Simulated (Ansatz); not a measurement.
# Rb2ScCuF6 (Fm-3m): the gap up the ladder of methods

Wanted: a ladder of band gaps for Rb2ScCuF6 (Fm-3m), from density functionals to G0W0.

Calculated with Ansatz 0.2.0; density functionals, hybrids and G0W0, plane waves, PAW.

Most raw output is cut from this account.

In doubt: one-shot GW on d or f shells is unsure (steps 10, 11, 12), so the values of those runs are not to be relied on; masses and optical values from hybrid runs of this build are listed as unsure (steps 11, 12), which bears on the screening that GW takes from such a start.

### Step 1. Set-up

The structure is cubic, space group Fm-3m (No. 225). Conventional cell: a = 8.666 Å, b = 8.666 Å, c = 8.666 Å, α = 90.00°, β = 90.00°, γ = 90.00°. Nearest to Rb lie 12 F at 3.07 Å. Nearest to Sc lie 6 F at 2.04 Å. Cu has 6 F at 2.29 Å nearest. Nearest to F lie 1 Sc at 2.04 Å and 1 Cu at 2.29 Å and 4 Rb at 3.07 Å. Farther neighbours and most contacts between anions are not listed.

The cell and positions are those that the Materials Project relaxed with its own functionals (PBE, PBE+U or r2SCAN), kept fixed. At the settings of the band run the largest force is still 0.08 eV/Å.

The logs state that the PAW files were generated under PBE.

### Step 2. LDA on the 6×6×6 mesh

This step: DFT, LDA, plane waves, PAW; PAW set soft_1.

Contents of input.yaml:

```yaml
crystal:
  lattice:
    - [0.0, 4.3327955954, 4.3327955954]
    - [4.3327955954, 0.0, 4.3327955954]
    - [4.3327955954, 4.3327955954, 0.0]
  atoms:
    - { symbol: Rb, position: [0.75, 0.75, 0.75] }
    - { symbol: Rb, position: [0.25, 0.25, 0.25] }
    - { symbol: Sc, position: [0.0, 0.0, 0.0] }
    - { symbol: Cu, position: [0.5, 0.5, 0.5] }
    - { symbol: F, position: [0.76413725, 0.23586275, 0.23586275] }
    - { symbol: F, position: [0.23586275, 0.23586275, 0.76413725] }
    - { symbol: F, position: [0.23586275, 0.76413725, 0.76413725] }
    - { symbol: F, position: [0.23586275, 0.76413725, 0.23586275] }
    - { symbol: F, position: [0.76413725, 0.23586275, 0.76413725] }
    - { symbol: F, position: [0.76413725, 0.76413725, 0.23586275] }
kpoints:
  mp_grid: { grid: [6, 6, 6] }
  band_path:
    path:
      - [0.0, 0.0, 0.0]
      - [0.5, 0.0, 0.5]
      - [0.625, 0.25, 0.625]
      - [0.375, 0.375, 0.75]
      - [0.5, 0.5, 0.5]
      - [0.5, 0.25, 0.75]
    npoints: 1
hamiltonian:
  xc: lda
  pseudopotentials: { kind: paw, azcp: { folder: soft_1 }, xc_functional: pbe }
scf:
  occupations: { method: fixed }
  n_extra_bands: 7
output:
  eigenvalues: true
  forces: true
  stress: true
```

Started as:

```
$ ansatz run input.yaml --threads 2 --pin off --max-ram 92160MiB --backend cuda --events-out ev --progress --plain --runs-dir out --devices 1 --max-vram 13GiB
```

Elapsed: 8.2 s, on 1 × NVIDIA H100 80GB HBM3 (shared by 6 runs) with 2 threads of AMD EPYC 7R13 (Zen 3), shared host; peak memory 0.96 GiB; 11 s of CPU time.

This step gave:

```
pressure             : -7.145 GPa
gap                  : 1.302 eV
valence top at       : L
conduction bottom at : Γ
least direct gap     : 1.432 eV
```

Over mesh and listed points the gap is 1.302 eV, from k = (0.500, 0.500, 0.500) to k = Γ. The least direct gap found is 1.432 eV, at k = Γ. The pressure in this cell is -7 GPa; the cell is kept.

### Step 3. PBEsol on the 6×6×6 mesh

This step: DFT, PBEsol, plane waves, PAW; PAW set soft_1.

Changes to input.yaml since step 2:

```diff
@@ -28,3 +28,3 @@
 hamiltonian:
-  xc: lda
+  xc: pbesol
   pseudopotentials: { kind: paw, azcp: { folder: soft_1 }, xc_functional: pbe }
```

Wall time 11 s (1 × NVIDIA H100 80GB HBM3 (shared by 6 runs) with 2 threads); peak memory 0.96 GiB; 6.6 s of CPU time.

Numbers from this step:

* pressure: -3.433 GPa
* gap: 1.368 eV
* valence top at: L
* conduction bottom at: Γ
* least direct gap: 1.497 eV

Over mesh and listed points the gap is 1.368 eV, from k = (0.500, 0.500, 0.500) to k = Γ. The least direct gap found is 1.497 eV, at k = Γ. PBEsol against LDA: 1.368 − 1.302 = +0.066 eV, with the same mesh, files and cutoff, and both edges at the same k points.

### Step 4. PBE on the 6×6×6 mesh

Levels along a band path and on the mesh show where this functional puts the band edges.

This step: DFT, PBE, plane waves, PAW; PAW set soft_1.

Changes to input.yaml since step 3:

```diff
@@ -20,14 +20,10 @@
     path:
-      - [0.0, 0.0, 0.0]
-      - [0.5, 0.0, 0.5]
-      - [0.625, 0.25, 0.625]
-      - [0.375, 0.375, 0.75]
-      - [0.5, 0.5, 0.5]
-      - [0.5, 0.25, 0.75]
-    npoints: 1
+      - [[0.0, 0.0, 0.0], [0.5, 0.0, 0.5], [0.625, 0.25, 0.625]]
+      - [[0.375, 0.375, 0.75], [0.0, 0.0, 0.0], [0.5, 0.5, 0.5], [0.5, 0.25, 0.75], [0.5, 0.0, 0.5]]
+    npoints: 10
 hamiltonian:
-  xc: pbesol
-  pseudopotentials: { kind: paw, azcp: { folder: soft_1 }, xc_functional: pbe }
+  xc: pbe
+  pseudopotentials: { kind: paw, azcp: { folder: soft_1 } }
 scf:
-  occupations: { method: fixed }
+  occupations: { method: fermi_dirac, width: 0.02 }
   n_extra_bands: 7
@@ -37 +33,5 @@
   stress: true
+  write_density: true
+  write_potential: true
+  elf: true
+  volumetric_format: npy
```

It took 13 s on 1 × NVIDIA H100 80GB HBM3 (shared by 6 runs) with 2 threads; peak memory 1 GiB; 7.1 s of CPU time.

This step gave:

- pressure: -0.1221 GPa
- gap: 1.470 eV
- valence top at: L
- conduction bottom at: Γ
- least direct gap: 1.597 eV

Over mesh and path the gap is 1.470 eV, from k = (0.500, 0.500, 0.500) to k = Γ. The least direct gap found is 1.597 eV, at k = Γ. PBE against PBEsol: 1.470 − 1.368 = +0.102 eV, with the same mesh, files and cutoff, and both edges at the same k points.

### Step 5. PBE+SOC on the 6×6×6 mesh

This run has two-component orbitals with spin-orbit coupling.

This step: DFT, PBE with spin-orbit coupling, plane waves, PAW; PAW set soft_1.

Changes to input.yaml since step 4:

```diff
@@ -20,11 +20,18 @@
     path:
-      - [[0.0, 0.0, 0.0], [0.5, 0.0, 0.5], [0.625, 0.25, 0.625]]
-      - [[0.375, 0.375, 0.75], [0.0, 0.0, 0.0], [0.5, 0.5, 0.5], [0.5, 0.25, 0.75], [0.5, 0.0, 0.5]]
-    npoints: 10
+      - [0.0, 0.0, 0.0]
+      - [0.5, 0.0, 0.5]
+      - [0.625, 0.25, 0.625]
+      - [0.375, 0.375, 0.75]
+      - [0.5, 0.5, 0.5]
+      - [0.5, 0.25, 0.75]
+    npoints: 1
 hamiltonian:
   xc: pbe
-  pseudopotentials: { kind: paw, azcp: { folder: soft_1 } }
+  pseudopotentials: { kind: paw_fr, azcp: { folder: soft_1 } }
 scf:
-  occupations: { method: fermi_dirac, width: 0.02 }
-  n_extra_bands: 7
+  occupations: { method: fixed }
+  n_extra_bands: 14
+magnetization:
+  noncollinear: true
+  spin_orbit: true
 output:
@@ -33,5 +40 @@
   stress: true
-  write_density: true
-  write_potential: true
-  elf: true
-  volumetric_format: npy
```

Elapsed: 9.9 s, on 1 × NVIDIA H100 80GB HBM3 (shared by 6 runs) with 2 threads; peak memory 1.1 GiB.

This step gave:

```
pressure             : -0.1227 GPa
gap                  : 1.438 eV
valence top at       : L
conduction bottom at : Γ
least direct gap     : 1.564 eV
```

Over mesh and listed points the gap is 1.438 eV, from k = (0.500, 0.500, 0.500) to k = Γ. The least direct gap found is 1.564 eV, at k = Γ. PBE+SOC against PBE: 1.438 − 1.470 = −0.032 eV, with the same mesh, set of files (read in its fully relativistic form for the spin-orbit run) and cutoff, and both edges at the same k points. The spin-orbit run sees mesh and listed points alone, so its gap is an upper bound: the coupling can move an edge off these points, and the change over the zone, its sign included where it is small, is not known.

### Step 6. r2SCAN on the 6×6×6 mesh

r2SCAN is a meta-GGA: it depends on the kinetic-energy density as well as on the density and its gradient.

This step: DFT, r2SCAN, plane waves, PAW; PAW set soft_1.

Changes to input.yaml since step 5:

```diff
@@ -28,10 +28,7 @@
 hamiltonian:
-  xc: pbe
-  pseudopotentials: { kind: paw_fr, azcp: { folder: soft_1 } }
+  xc: r2scan
+  pseudopotentials: { kind: paw, azcp: { folder: soft_1 } }
 scf:
   occupations: { method: fixed }
-  n_extra_bands: 14
-magnetization:
-  noncollinear: true
-  spin_orbit: true
+  n_extra_bands: 7
 output:
```

Wall time 8.4 s (1 × NVIDIA H100 80GB HBM3 (shared by 6 runs) with 2 threads); peak memory 1.2 GiB.

This step gave:

- pressure: -3.035 GPa
- gap: 1.866 eV
- valence top at: L
- conduction bottom at: Γ
- least direct gap: 1.982 eV

Over mesh and listed points the gap is 1.866 eV, from k = (0.500, 0.500, 0.500) to k = Γ. The least direct gap found is 1.982 eV, at k = Γ. r2SCAN against PBE: 1.866 − 1.470 = +0.396 eV. The runs also differ in plane-wave cutoff (420 eV and 500 eV), so how much of this comes from the functional alone is not known.

### Step 7. HSE06 on the 4×4×4 mesh

HSE06 mixes in a quarter of exact exchange at short range.

This step: DFT, HSE06, plane waves, PAW; PAW set soft_1.

Changes to input.yaml since step 6:

```diff
@@ -17,3 +17,3 @@
 kpoints:
-  mp_grid: { grid: [6, 6, 6] }
+  mp_grid: { grid: [4, 4, 4] }
   band_path:
@@ -28,3 +28,3 @@
 hamiltonian:
-  xc: r2scan
+  xc: hse06
   pseudopotentials: { kind: paw, azcp: { folder: soft_1 } }
@@ -35,3 +35 @@
   eigenvalues: true
-  forces: true
-  stress: true
```

It took 36 s on 1 × NVIDIA H100 80GB HBM3 (shared by 6 runs) with 2 threads; peak memory 1.4 GiB; 52 s of CPU time.

Numbers from this step:

```yaml
gap: 3.767 eV
valence_top_at: L
conduction_bottom_at: Γ
least_direct_gap: 3.883 eV
exact_exchange_fraction: 0.25
```

Over mesh and listed points the gap is 3.767 eV, from k = (0.500, 0.500, 0.500) to k = Γ. The least direct gap found is 3.883 eV, at k = Γ. HSE06 against PBE: 3.767 − 1.470 = +2.297 eV. The runs also differ in mesh (6×6×6 and 4×4×4), so how much of this comes from the functional alone is not known. The program's warnings for this run: metallic iterate.

### Step 8. PBE0 on the 4×4×4 mesh

PBE0 mixes in a quarter of exact exchange at all distances.

This step: DFT, PBE0, plane waves, PAW; PAW set soft_1.

Changes to input.yaml since step 7:

```diff
@@ -28,3 +28,3 @@
 hamiltonian:
-  xc: hse06
+  xc: pbe0
   pseudopotentials: { kind: paw, azcp: { folder: soft_1 } }
```

It took 34 s on 1 × NVIDIA H100 80GB HBM3 (shared by 6 runs) with 2 threads; peak memory 1.4 GiB; 53 s of CPU time.

This step gave:

```yaml
gap: 4.535 eV
valence_top_at: L
conduction_bottom_at: Γ
least_direct_gap: 4.654 eV
exact_exchange_fraction: 0.25
```

Over mesh and listed points the gap is 4.535 eV, from k = (0.500, 0.500, 0.500) to k = Γ. The least direct gap found is 4.654 eV, at k = Γ. PBE0 against HSE06: 4.535 − 3.767 = +0.768 eV, with the same mesh, files and cutoff, and both edges at the same k points. The program's warnings for this run: metallic iterate.

### Step 9. DDH-PBE0 on the 4×4×4 mesh

The input asks for a share of exact exchange of one over the crystal's ε∞, which the program works out first.

This step: DFT, dielectric-dependent PBE0 (fraction 1/eps_inf of PBE), plane waves, PAW; PAW set soft_1.

Changes to input.yaml since step 8:

```diff
@@ -16,2 +16,3 @@
     - { symbol: F, position: [0.76413725, 0.76413725, 0.23586275] }
+  host: atoms
 kpoints:
@@ -28,3 +29,6 @@
 hamiltonian:
-  xc: pbe0
+  xc:
+    exchange: pbe
+    correlation: pbe
+    exx: { coeff: inverse_dielectric }
   pseudopotentials: { kind: paw, azcp: { folder: soft_1 } }
```

It took 52 s on 1 × NVIDIA H100 80GB HBM3 (shared by 6 runs) with 2 threads; peak memory 1.6 GiB; 75 s of CPU time.

This step gave:

```
gap                     : 6.159 eV
valence top at          : L
conduction bottom at    : Γ
least direct gap        : 6.275 eV
exact-exchange fraction : 0.3764
```

Over mesh and listed points the gap is 6.159 eV, from k = (0.500, 0.500, 0.500) to k = Γ. The least direct gap found is 6.275 eV, at k = Γ. DDH-PBE0 against PBE0: 6.159 − 4.535 = +1.624 eV, with the same mesh, files and cutoff, and both edges at the same k points. The program's warnings for this run: metallic iterate.

### Step 10. G0W0@PBE, 4×4×4 mesh, 892 empty bands, screening to 180 eV, PAW set soft_1 files

G0W0 replaces the xc potential by a self-energy built once from the orbitals of the start. Levels are corrected in the window of bands that the input names, at points of the mesh.

This step: G0W0 on PBE, plane waves, PAW; PAW set soft_1.

Changes to input.yaml since step 9:

```diff
@@ -16,19 +16,6 @@
     - { symbol: F, position: [0.76413725, 0.76413725, 0.23586275] }
-  host: atoms
 kpoints:
   mp_grid: { grid: [4, 4, 4] }
-  band_path:
-    path:
-      - [0.0, 0.0, 0.0]
-      - [0.5, 0.0, 0.5]
-      - [0.625, 0.25, 0.625]
-      - [0.375, 0.375, 0.75]
-      - [0.5, 0.5, 0.5]
-      - [0.5, 0.25, 0.75]
-    npoints: 1
 hamiltonian:
-  xc:
-    exchange: pbe
-    correlation: pbe
-    exx: { coeff: inverse_dielectric }
+  xc: pbe
   pseudopotentials: { kind: paw, azcp: { folder: soft_1 } }
@@ -36,4 +23,7 @@
   occupations: { method: fixed }
-  n_extra_bands: 7
-output:
-  eigenvalues: true
+gw:
+  n_empty_bands: 892
+  ecut_chi: 180.0
+  qp_bands: [v3, c3]
+  qp_kpoints: band_edges
+  screening: { model: contour_deformation }
```

It took 41 s on 1 × NVIDIA H100 80GB HBM3 (shared by 6 runs) with 2 threads; peak memory 2.7 GiB; 60 s of CPU time.

Numbers from this step:

| Quantity | Value |
| --- | --- |
| bands summed | 937 |
| RPA ε∞ on this mesh (eigenvalues) | 2.558, 2.558, 2.558 |
| plane waves in the screening matrix | 893 |
| G0W0 gap over the corrected points | 3.725 eV |
| k of the valence top | 0, 0, -0.5 |
| k of the conduction bottom | 0, 0, 0 |
| starting gap on the mesh | 1.470 eV |
| Z at the valence top | 0.6555 |
| Z at the conduction bottom | 0.8335 |
| least direct G0W0 gap over the corrected points | 3.796 eV |

Over all 8 irreducible mesh points the G0W0 gap is 3.725 eV, from k = (0.000, 0.000, -0.500) to k = Γ. The PBE gap of this run on the mesh is 1.470 eV. The two states that bound the G0W0 gap lie that far apart at the start, so the correction of the gap is 3.725 − 1.470 = +2.255 eV. The program marks 44 of the 48 corrected levels as in doubt (energies apart, Σc rises), among them the valence top.

### Step 11. G0W0@HSE06, 4×4×4 mesh, 892 empty bands, screening to 180 eV, PAW set soft_1 files

This step: G0W0 on HSE06, plane waves, PAW; PAW set soft_1.

Changes to input.yaml since step 10:

```diff
@@ -19,3 +19,3 @@
 hamiltonian:
-  xc: pbe
+  xc: hse06
   pseudopotentials: { kind: paw, azcp: { folder: soft_1 } }
```

It took 2 min on 1 × NVIDIA H100 80GB HBM3 (shared by 6 runs) with 2 threads; peak memory 3.1 GiB.

Numbers from this step:

| Quantity | Value |
| --- | --- |
| bands summed | 937 |
| RPA ε∞ on this mesh (eigenvalues) | 2.074, 2.074, 2.074 |
| plane waves in the screening matrix | 893 |
| G0W0 gap over the corrected points | 5.229 eV |
| k of the valence top | 0, 0, -0.5 |
| k of the conduction bottom | 0, 0, 0 |
| starting gap on the mesh | 3.767 eV |
| Z at the valence top | 0.7726 |
| Z at the conduction bottom | 0.8837 |
| least direct G0W0 gap over the corrected points | 5.347 eV |

Over all 8 irreducible mesh points the G0W0 gap is 5.229 eV, from k = (0.000, 0.000, -0.500) to k = Γ. The HSE06 gap of this run on the mesh is 3.767 eV. The two states that bound the G0W0 gap lie that far apart at the start, so the correction of the gap is 5.229 − 3.767 = +1.462 eV. G0W0@HSE06 against G0W0@PBE with 937 bands: 5.229 − 3.725 = +1.504 eV, with the same mesh, files and cutoffs, and both edges at the same k points. The program doubts an edge level of G0W0@PBE with 937 bands (4×4×4, soft_1 PAW). The program's warnings for this run: metallic iterate.

### Step 12. G0W0@PBE0, 4×4×4 mesh, 892 empty bands, screening to 180 eV, PAW set soft_1 files

This step: G0W0 on PBE0, plane waves, PAW; PAW set soft_1.

Changes to input.yaml since step 11:

```diff
@@ -19,3 +19,3 @@
 hamiltonian:
-  xc: hse06
+  xc: pbe0
   pseudopotentials: { kind: paw, azcp: { folder: soft_1 } }
```

Wall time 2.1 min (1 × NVIDIA H100 80GB HBM3 (shared by 6 runs) with 2 threads); peak memory 3.1 GiB.

This step gave:

- bands summed: 937
- RPA ε∞ on this mesh (eigenvalues): 2.020, 2.020, 2.020
- plane waves in the screening matrix: 893
- G0W0 gap over the corrected points: 5.554 eV
- k of the valence top: 0, 0, -0.5
- k of the conduction bottom: 0, 0, 0
- starting gap on the mesh: 4.535 eV
- Z at the valence top: 0.7878
- Z at the conduction bottom: 0.8905
- least direct G0W0 gap over the corrected points: 5.675 eV

Over all 8 irreducible mesh points the G0W0 gap is 5.554 eV, from k = (0.000, 0.000, -0.500) to k = Γ. The PBE0 gap of this run on the mesh is 4.535 eV. The two states that bound the G0W0 gap lie that far apart at the start, so the correction of the gap is 5.554 − 4.535 = +1.019 eV. G0W0@PBE0 against G0W0@HSE06 with 937 bands: 5.554 − 5.229 = +0.325 eV, with the same mesh, files and cutoffs, and both edges at the same k points. The program's warnings for this run: metallic iterate.

(Continued in part 2 of 2.)

[Paths, hosts, dates, memory and timing lines, banners, echoed tables and standing remarks are left out of the program output.]

[Logs are printed without paths, hosts, clocks, repeated set-up lines and the standing remarks that a program may print on its own settings, such as how far it seeks lower states.]

[Runs of the session that timed out or met a known fault of the program may be left out.]

[Cells called generated may have been cut or substituted from an entry of the Crystallography Open Database or the Materials Project.]

[Hosts, paths, dates, database ids (printed as entryN), source tags and the programs' standing remarks are cut or masked in the printed files.]

[Where an RPA ε∞ is given, it is that of the G0W0 mesh and is not shown converged in it. Names of k-points follow the symmetry that the program found, which can be lower than the space group named. Band edges on a path are those of the sampled points; other points can move an edge, and change direct to indirect where valleys lie close.]

[Hybrid gaps are those of their k-mesh and are not shown converged in it.]
